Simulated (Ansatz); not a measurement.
## One crystal, many levels of theory: BaTiO3 (P4mm)

What gap does each level of theory give for BaTiO3 (P4mm), and in what time?

Calculated with Ansatz 0.2.0; density functionals, hybrids and G0W0, plane waves, PAW.

The database entry behind the starting cell differs from later determinations by our own check (c/a about 0.6 % short), so it need not match the best structure at ambient conditions.

### Step 1. Set-up

Symmetry: P4mm, No. 99, tetragonal system. Conventional cell: a = 4.000 Å, b = 4.000 Å, c = 4.018 Å, α = 90.00°, β = 90.00°, γ = 90.00°. Nearest to Ba lie 12 O at 2.79 to 2.88 Å. Nearest to Ti lie 6 O at 1.89 to 2.13 Å. O has 2 Ti at 1.89 to 2.13 Å and 4 Ba at 2.83 Å nearest. Nearest to O lie 2 Ti at 2.00 Å and 4 Ba at 2.79 to 2.88 Å. Farther neighbours and most contacts between anions are not listed.

The cell and positions come from the Crystallography Open Database and are kept as given unless a step says otherwise. Spin-orbit coupling is left out unless a step names it. The default PAW set here is soft_2. Its files were made with PBE.

### Step 2. r2SCAN on the 6×6×6 mesh

Levels along a band path and on the mesh show where this functional puts the band edges.

This step: DFT, r2SCAN, plane waves, PAW.

File input.yaml:

```yaml
crystal:
  lattice:
    - [3.9998, 0.0, 0.0]
    - [0.0, 3.9998, 0.0]
    - [0.0, 0.0, 4.018]
  atoms:
    - { symbol: Ba, position: [0.0, 0.0, 0.0] }
    - { symbol: Ti, position: [0.5, 0.5, 0.49] }
    - { symbol: O, position: [0.5, 0.5, 0.019] }
    - { symbol: O, position: [0.5, 0.0, 0.517] }
    - { symbol: O, position: [0.0, 0.5, 0.517] }
kpoints:
  mp_grid: { grid: [6, 6, 6] }
  band_path:
    path:
      - [[0.0, 0.0, 0.0], [0.0, 0.5, 0.0], [0.5, 0.5, 0.0], [0.0, 0.0, 0.0], [0.0, 0.0, 0.5], [0.0, 0.5, 0.5], [0.5, 0.5, 0.5], [0.0, 0.0, 0.5]]
      - [[0.0, 0.5, 0.0], [0.0, 0.5, 0.5]]
      - [[0.5, 0.5, 0.0], [0.5, 0.5, 0.5]]
    npoints: 10
hamiltonian:
  xc: r2scan
scf:
  occupations: { method: fermi_dirac, width: 0.02 }
  n_extra_bands: 5
output:
  eigenvalues: true
  write_density: true
  write_potential: true
  elf: true
  volumetric_format: npy
```

Command:

```console
$ ansatz run input.yaml --threads 2 --pin off --max-ram 92160MiB --backend cuda --events-out ev --progress --plain --runs-dir out --devices 1 --max-vram 13GiB  # rebuilt from the run's record
```

Numbers of over 12 decimals in the logs are rounded to 6 here.

Output:

```text
scf.n_extra_bands = 5 over 20 filled bands (N_el = 40.0): the run solves 25 bands
GPUs: using 1 of 1 available (devices: 1).
Engine: ansatz 0.2.0, x86_64-unknown-linux-gnu
Pseudopotentials: kind: paw
Pseudopotential: Ba, paw, valence charge 10, recommended cutoff 500 eV (meta_gga), Ba.paw.azcp
Pseudopotential: Ti, paw, valence charge 12, recommended cutoff 500 eV (meta_gga), Ti.paw.azcp
Pseudopotential: O, paw, valence charge 6, recommended cutoff 500 eV (meta_gga), O.paw.azcp
Functional definition: r2SCAN
  parameter k0 = 0.174
  parameter k1 = 0.065
  parameter a1 = 4.9479
  exchange = r2scan_x(k0 = k0, k1 = k1, a1 = a1)
  correlation = r2scan_c
device memory: the entry about to start is reckoned to put 2.4 GiB on a device that reports 59.4 GiB free (of which the cap on the GPU budget leaves the run 13.0 GiB)
GPU FFT provider: cuFFT
GPU libraries: cuBLAS 13.8.2, cuFFT 12.4.0, cuSOLVER 12.3.4
Crystal: 5 atoms, lattice volume = 64.282 Å³
Basis set: ecut = 500 eV, 1647 PW (Γ), exchange–correlation on 120×120×120 points (64 copies of the dense FFT grid, shifted against one another)
Bands: 25, of which v1, the nominal top of the filled ones, is band 20 counted from 1 (19 counted from 0)
Symmetry: 8 space group operations
Space group: P4mm (ITA 99), of the structure as read, at distance tolerance 4.0e-5 Å
k-points: 40 of 216 (time reversal used)
Non-local potential: Ba, projectors of the file, l = 0: 3, l = 1: 2, l = 2: 2, l = 3: 2
Non-local potential: Ti, projectors of the file, l = 0: 3, l = 1: 2, l = 2: 3, l = 3: 1
Non-local potential: O, projectors of the file, l = 0: 2, l = 1: 2, l = 2: 1
PAW form: soft (Blöchl's): semilocal exchange-correlation on the pseudo side does not see the compensation charge
PAW frozen core: Ba, regenerated for the run's functional (the file was generated under x = pbe(κ = 0.804, μ = 0.219515), c = pbe(β = 0.066725))
PAW frozen core: Ti, regenerated for the run's functional (the file was generated under x = pbe(κ = 0.804, μ = 0.219515), c = pbe(β = 0.066725))
PAW frozen core: O, regenerated for the run's functional (the file was generated under x = pbe(κ = 0.804, μ = 0.219515), c = pbe(β = 0.066725))
PAW one-centre angular grid: Ba, 302 points (default); XC on 160 Gauss nodes
PAW one-centre angular grid: Ti, 590 points (default); XC on 160 Gauss nodes
PAW one-centre angular grid: O, 302 points (default); XC on 160 Gauss nodes
Initial density: superposition of atomic densities (neutral atoms: chi_scale 0, normalization atom), corrected by the library's trained network
Initial wavefunctions: pseudopotential atomic-orbital guess
GPU buffer pool allocated for 27000 grid points (all kernels)
GPU transforms: local potential and band sums: pruned to the plane-wave sphere, on 30×30×30
Functional: x = r2scan, c = r2scan; τ floored in thin density (d = 2e-4 eV/Å³)
SCF iter   1: F=—  HF=-10183.709922 eV  |F-HF|=—  |Δ(HF+E_count)|=         —  Δρ=2.16e-2  dr2=3.77e-1  dr2_τ=2.40e-1  ethr=1.77e-3  ⟨swp⟩=6.3  Hψ=5135  notcnv=0
preconditioner: auto → Resta (q_TF=auto, 2.521 Å⁻¹)  ε∞=5.1  [insulator: Δε(μ)=2.699 eV  Ē_g=12.962 eV  σ=0.020 eV  W_gap=1.00  n_scr=18 (ndim 8)  ℏωp=26.2 eV  f_vac=0.000  D(μ)=0.00/eV (n_scr^D=0)  ε∞_Penn≈5.1]
SCF iter   2: F=—  HF=-10183.813910 eV  |F-HF|=—  |Δ(HF+E_count)|=   1.04e-1  Δρ=1.12e-2  dr2=4.97e-2  dr2_τ=2.05e-2  ethr=9.43e-4  ⟨swp⟩=3.4  Hψ=2183  notcnv=0  defer=40
SCF iter   3: F=—  HF=-10183.807377 eV  |F-HF|=—  |Δ(HF+E_count)|=   6.53e-3  Δρ=3.65e-3  dr2=5.71e-3  dr2_τ=4.24e-4  ethr=1.24e-4  ⟨swp⟩=2.1  Hψ=1488  notcnv=0  defer=40
SCF iter   4: F=—  HF=-10183.806668 eV  |F-HF|=—  |Δ(HF+E_count)|=   7.09e-4  Δρ=1.49e-3  dr2=1.02e-3  dr2_τ=1.62e-4  ethr=1.43e-5  ⟨swp⟩=2.0  Hψ=1753  notcnv=0  defer=40
SCF iter   5: F=—  HF=-10183.806463 eV  |F-HF|=—  |Δ(HF+E_count)|=   2.06e-4  Δρ=3.33e-4  dr2=5.55e-5  dr2_τ=4.92e-6  ethr=2.56e-6  ⟨swp⟩=2.3  Hψ=1339  notcnv=0  defer=40
SCF iter   6: F=—  HF=-10183.806471 eV  |F-HF|=—  |Δ(HF+E_count)|=   8.64e-6  Δρ=1.67e-4  dr2=1.58e-5  dr2_τ=2.14e-6  ethr=1.39e-7  ⟨swp⟩=2.0  Hψ=1553  notcnv=0  defer=40
SCF iter   7: F=—  HF=-10183.806469 eV  |F-HF|=—  |Δ(HF+E_count)|=   2.28e-6  Δρ=5.39e-5  dr2=2.10e-6  dr2_τ=1.06e-7  ethr=3.95e-8  ⟨swp⟩=2.0  Hψ=1448  notcnv=0  defer=40
SCF iter   8: F=—  HF=-10183.806469 eV  |F-HF|=—  |Δ(HF+E_count)|=   1.02e-7  Δρ=1.71e-5  dr2=2.15e-7  dr2_τ=1.38e-8  ethr=5.25e-9  ⟨swp⟩=2.1  Hψ=1434  notcnv=0  defer=40
SCF iter   9: F=-10183.806469 eV  HF=-10183.806469 eV  |F-HF|=1.15e-8  |Δ(HF+E_count)|=   2.81e-8  Δρ=4.41e-6  dr2=1.37e-8  dr2_τ=2.62e-10  ethr=2.50e-10  ⟨swp⟩=6.7  Hψ=3157  notcnv=0
SCF 1 converged in 9 iterations: F = -10183.806469 eV  dr2 = 1.37e-8
[...]
device memory: the entry about to start is reckoned to put 2.0 GiB on a device that reports 59.4 GiB free (of which the cap on the GPU budget leaves the run 13.0 GiB)
NSCF: frozen V_eff on 93 k-points, pencils in batches of 32, up to order 112
SCF converged after 9 iterations
Free energy (F): -10183.806469 eV
Harris-Foulkes:  -10183.806469 eV  (|F-HF|=1.15e-8)
Internal energy: -10183.806469 eV  (E = F + TS)
E sigma→0 (E₀):  -10183.806469 eV
Fermi energy:    11.090424 eV
--- Per-component energies (eV) ---
  E_band       = -175.262025
  E_kinetic    = 973.521003
  E_local      = -2099.784712  (includes V_loc(G=0)·N_el)
  E_nonlocal   = 199.427217
  E_hartree    = 819.889486
  E_xc         = -475.316484
  E_vxc        = -604.225214  (∫ρ·V_xc dr)
  E_paw        = -6784.889241  (= ΣΔE_a)
  E_vpaw       = -320.737798  (= ΣTr[D̂ρ^β])
  E_aug_tail   = 0.003065  (compensation charges beyond the density's cutoff)
  E_vtau       = 36.755430  (kinetic-family band-sum trace: ∫τ·v_τ [+ j·A + Jᵃ·Aᵃ] dr)
  E_ewald      = -2816.377938
  E_core_change = -0.278864  (= ΣΔE_core)
  E_smearing   = -0.000000  (= −TS)
  E_closure    = 0.000000  (closes the sum)
  Σ components = -10183.806469   (vs F -10183.806469, Δ=0.00e0)
--- Band table (eV; the first three rows and the last of 40) ---
  k-point 0: bands = [... 16 lower, 8.8055, 9.7105, 9.7360, 9.7360, 12.1780, 12.3806, 12.3806, 14.3031, ... 1 higher]
  k-point 1: bands = [... 16 lower, 8.6047, 9.1668, 9.6136, 9.6136, 12.2072, 12.8059, 12.8059, 14.3025, ... 1 higher]
  k-point 2: bands = [... 16 lower, 8.2498, 8.4047, 9.3972, 9.3972, 12.2672, 13.5573, 13.5573, 14.3029, ... 1 higher]
  k-point 39: bands = [... 16 lower, 7.6147, 9.9047, 9.9047, 9.9921, 14.5352, 14.5352, 14.5388, 17.2631, ... 1 higher]
```

Run time: 4.9 s. Hardware: 1 × NVIDIA H100 80GB HBM3 (shared by 6 runs) with 2 threads of AMD EPYC 7R13 (Zen 3), shared host; peak memory 1 GiB; 5.7 s of CPU time.

Reading the cycles: dr2 is the Hartree energy of the density residual (eV), the measure of convergence; HF is the Harris–Foulkes estimate of the energy, which meets the free energy F at convergence.

This step gave:

| Item | Value |
| --- | --- |
| filled bands | 20 |
| gap | 2.186 eV |
| valence top at | A |
| conduction bottom at | Γ |
| least direct gap | 2.442 eV |

Over mesh and path the gap is 2.186 eV, from k = (0.500, 0.500, 0.500) to k = Γ. The least direct gap found is 2.442 eV, at k = Γ.

### Step 3. r2SCAN+SOC on the 6×6×6 mesh

This run has two-component orbitals with spin-orbit coupling.

This step: DFT, r2SCAN with spin-orbit coupling, plane waves, PAW.

input.yaml, the sections that differ from step 2:

```yaml
kpoints:
  mp_grid: { grid: [6, 6, 6] }
  band_path:
    path:
      - [0.0, 0.0, 0.0]
      - [0.0, 0.5, 0.0]
      - [0.5, 0.5, 0.0]
      - [0.0, 0.0, 0.5]
      - [0.0, 0.5, 0.5]
      - [0.5, 0.5, 0.5]
    npoints: 1
scf:
  occupations: { method: fixed }
  n_extra_bands: 10
magnetization:
  noncollinear: true
  spin_orbit: true
output:
  eigenvalues: true
# crystal, hamiltonian: as in step 2
```

Output:

```text
[...]
GPUs: using 1 of 1 available (devices: 1).
[...]
non-collinear run that drives no moment, with spin-orbit: no starting moment large enough to seed its density (crystal.atoms[].spin), no starting occupations that ask for one, no magnetisation constraint and no magnetic field, so the semilocal B_xc is pinned to zero
[...]
GPU FFT provider: cuFFT
GPU libraries: cuBLAS 13.8.2, cuFFT 12.4.0, cuSOLVER 12.3.4
Crystal: 5 atoms, lattice volume = 64.282 Å³
Basis set: ecut = 500 eV, 1647 PW (Γ), exchange–correlation on 120×120×120 points (64 copies of the dense FFT grid, shifted against one another)
Bands: 50, of which v1, the nominal top of the filled ones, is band 40 counted from 1 (39 counted from 0)
Symmetry: 8 space group operations + 8 with time reversal
[...]
k-points: 40 of 216 (time reversal used)
[...]
Absolute magnetization: 0.0000 μB (∫|m|)
  site 0: m = (+0.0000, +0.0000, +0.0000) μB, |m| = 0.0000 μB  (R = 1.15 Å)
  site 1: m = (+0.0000, +0.0000, +0.0000) μB, |m| = 0.0000 μB  (R = 0.78 Å)
  site 2: m = (+0.0000, +0.0000, +0.0000) μB, |m| = 0.0000 μB  (R = 0.78 Å)
  site 3: m = (+0.0000, +0.0000, +0.0000) μB, |m| = 0.0000 μB  (R = 0.83 Å)
  site 4: m = (+0.0000, +0.0000, +0.0000) μB, |m| = 0.0000 μB  (R = 0.83 Å)
Free energy (F): -10169.523770 eV
[...]
Internal energy: -10169.523770 eV  (E = F + TS)
E sigma→0 (E₀):  -10169.523770 eV
Fermi energy:    9.991287 eV
[...]
--- Band table (eV; the first three rows and the last of 40) ---
  k-point 0: bands = [... 36 lower, 9.7653, 9.7653, 9.7805, 9.7805, 12.1758, 12.1758, 12.3681, 12.3681, ... 6 higher]
  k-point 1: bands = [... 36 lower, 9.5822, 9.5822, 9.6515, 9.6515, 12.2057, 12.2057, 12.7932, 12.7932, ... 6 higher]
  k-point 2: bands = [... 36 lower, 9.3721, 9.3721, 9.4210, 9.4210, 12.2658, 12.2658, 13.5439, 13.5439, ... 6 higher]
  k-point 39: bands = [... 36 lower, 9.9087, 9.9087, 9.9913, 9.9913, 14.5292, 14.5292, 14.5312, 14.5312, ... 6 higher]
[key lines of the parts left out:]
SCF converged after 10 iterations
Magnetization: |M| = 0.0000 μB,  M = (+0.0000, +0.0000, +0.0000) μB
```

Wall time 13 s (1 × NVIDIA H100 80GB HBM3 (shared by 6 runs) with 2 threads); peak memory 1.1 GiB.

Numbers from this step:

```
gap                  : 2.185 eV
valence top at       : A
conduction bottom at : Γ
least direct gap     : 2.395 eV
```

Over mesh and listed points the gap is 2.185 eV, from k = (0.500, 0.500, 0.500) to k = Γ. The least direct gap found is 2.395 eV, at k = Γ. r2SCAN+SOC against r2SCAN: 2.185 − 2.186 = −0.001 eV, with the same mesh, set of files (read in its fully relativistic form for the spin-orbit run) and cutoff, and both edges at the same k points. The spin-orbit run sees mesh and listed points alone, so its gap is an upper bound: the coupling can move an edge off these points, the more so as this crystal has no centre of inversion, and the change over the zone, its sign included where it is small, is not known.

### Step 4. HSE06 on the 4×4×4 mesh

HSE06 mixes in a quarter of exact exchange at short range.

This step: DFT, HSE06, plane waves, PAW.

input.yaml, as its differences from that of step 3:

```diff
@@ -12,3 +12,3 @@
 kpoints:
-  mp_grid: { grid: [6, 6, 6] }
+  mp_grid: { grid: [4, 4, 4] }
   band_path:
@@ -23,9 +23,6 @@
 hamiltonian:
-  xc: r2scan
+  xc: hse06
 scf:
   occupations: { method: fixed }
-  n_extra_bands: 10
-magnetization:
-  noncollinear: true
-  spin_orbit: true
+  n_extra_bands: 5
 output:
```

Output:

```text
[...]
GPUs: using 1 of 1 available (devices: 1).
[...]
davidson cushion auto → on  (no smearing: the cushion is to keep the highest requested band from converging to the state above it; pin scf.eigensolver.cushion to override)
[...]
GPU FFT provider: cuFFT
GPU libraries: cuBLAS 13.8.2, cuFFT 12.4.0, cuSOLVER 12.3.4
Crystal: 5 atoms, lattice volume = 64.282 Å³
Basis set: ecut = 420 eV, 1237 PW (Γ)
[...]
Fermi energy:    9.283855 eV
[...]
--- Band table (eV; the first three rows and the last of 18) ---
  k-point 0: bands = [... 16 lower, 8.0410, 9.0129, 9.0517, 9.0517, 12.5211, 12.7213, 12.7213, 14.6772, ... 1 higher]
  k-point 1: bands = [... 16 lower, 7.6439, 7.9575, 8.7933, 8.7933, 12.5928, 13.6294, 13.6294, 14.6776, ... 1 higher]
  k-point 2: bands = [... 16 lower, 7.2505, 7.2980, 8.5696, 8.5696, 12.6677, 14.4557, 14.4557, 14.6797, ... 1 higher]
  k-point 17: bands = [... 16 lower, 6.7956, 9.1953, 9.1953, 9.2839, 15.1797, 15.1797, 15.1995, 17.5071, ... 1 higher]
[key lines of the parts left out:]
Free energy (F): -10163.451616 eV
```

Wall time 26 s (1 × NVIDIA H100 80GB HBM3 (shared by 6 runs) with 2 threads); peak memory 1.2 GiB.

Numbers from this step:

| Property | Result |
| --- | --- |
| gap | 3.237 eV |
| valence top at | A |
| conduction bottom at | Γ |
| least direct gap | 3.469 eV |
| exact-exchange fraction | 0.25 |

Over mesh and listed points the gap is 3.237 eV, from k = (0.500, 0.500, 0.500) to k = Γ. The least direct gap found is 3.469 eV, at k = Γ. HSE06 against r2SCAN: 3.237 − 2.186 = +1.051 eV. The runs also differ in mesh (6×6×6 and 4×4×4) and plane-wave cutoff (500 eV and 420 eV), so how much of this comes from the functional alone is not known.

### Step 5. G0W0@r2SCAN, 4×4×4 mesh, 509 empty bands, screening to 230 eV

G0W0 replaces the xc potential by a self-energy built once from the orbitals of the start. Levels are corrected in the window of bands that the input names, at points of the mesh.

This step: G0W0 on r2SCAN, plane waves, PAW.

File input.yaml:

```yaml
crystal:
  lattice:
    - [3.9998, 0.0, 0.0]
    - [0.0, 3.9998, 0.0]
    - [0.0, 0.0, 4.018]
  atoms:
    - { symbol: Ba, position: [0.0, 0.0, 0.0] }
    - { symbol: Ti, position: [0.5, 0.5, 0.49] }
    - { symbol: O, position: [0.5, 0.5, 0.019] }
    - { symbol: O, position: [0.5, 0.0, 0.517] }
    - { symbol: O, position: [0.0, 0.5, 0.517] }
kpoints:
  mp_grid: { grid: [4, 4, 4] }
hamiltonian:
  xc: r2scan
scf:
  occupations: { method: fixed }
gw:
  n_empty_bands: 509
  ecut_chi: 230.0
  qp_bands: [v2, c2]
  qp_kpoints: band_edges
  screening: { model: contour_deformation }
```

Output:

```text
GPUs: using 1 of 1 available (devices: 1).
[...]
GPU FFT provider: cuFFT
GPU libraries: cuBLAS 13.8.2, cuFFT 12.4.0, cuSOLVER 12.3.4
Crystal: 5 atoms, lattice volume = 64.282 Å³
Basis set: ecut = 500 eV, 1647 PW (Γ), exchange–correlation on 120×120×120 points (64 copies of the dense FFT grid, shifted against one another)
Bands: 25, of which v1, the nominal top of the filled ones, is band 20 counted from 1 (19 counted from 0)
[...]
1    22     13.1869   -13.9822    -6.6743   -21.5383  0.7162    14.0861    14.0686  root
[...]
17    19      9.9071   -25.8971     4.3910   -21.2205  0.7216     9.6198     9.6214  root
    17    20      9.9935   -25.9327     4.4168   -21.2429  0.7202     9.7190     9.7205  root
    17    21     14.5285   -14.6045    -7.8102   -23.3164  0.6752    15.4584    15.4302  root
    17    22     14.5285   -14.6045    -7.8102   -23.3164  0.6752    15.4584    15.4302  root
[key lines of the parts left out:]
SCF converged after 9 iterations
Free energy (F): -10183.797257 eV
Fermi energy:    9.993473 eV
```

Elapsed: 61 s, on 1 × NVIDIA H100 80GB HBM3 (shared by 6 runs) with 2 threads; peak memory 2.2 GiB; 1.8 min of CPU time.

Numbers from this step:

```
bands summed                                    : 529
RPA ε∞ on this mesh (eigenvalues)               : 5.443, 5.712, 5.712
plane waves in the screening matrix             : 485
G0W0 gap over the corrected points              : 3.268 eV
k of the valence top                            : -0.5, -0.5, -0.5
k of the conduction bottom                      : 0, 0, 0
starting gap on the mesh                        : 2.177 eV
Z at the valence top                            : 0.7202
Z at the conduction bottom                      : 0.7366
least direct G0W0 gap over the corrected points : 3.553 eV
```

Over 12 of 18 irreducible mesh points the G0W0 gap is 3.268 eV, from k = (-0.500, -0.500, -0.500) to k = Γ. The r2SCAN gap of this run on the mesh is 2.177 eV. The two states that bound the G0W0 gap lie that far apart at the start, so the correction of the gap is 3.268 − 2.177 = +1.091 eV.

(Part 1 of 2 ends here.)

[Paths, hosts, dates, memory and timing lines, banners, echoed tables and standing remarks are left out of the program output.]

[Logs are printed without paths, hosts, clocks, repeated set-up lines and the standing remarks that a program may print on its own settings, such as how far it seeks lower states.]

[Runs of the session that timed out or met a known fault of the program may be left out.]

[Cells called generated may have been cut or substituted from an entry of the Crystallography Open Database or the Materials Project.]

[Hosts, paths, dates, database ids (printed as entryN), source tags and the programs' standing remarks are cut or masked in the printed files.]

[Where an RPA ε∞ is given, it is that of the G0W0 mesh and is not shown converged in it. Names of k-points follow the symmetry that the program found, which can be lower than the space group named. Band edges on a path are those of the sampled points; other points can move an edge, and change direct to indirect where valleys lie close.]

[Hybrid gaps are those of their k-mesh and are not shown converged in it.]
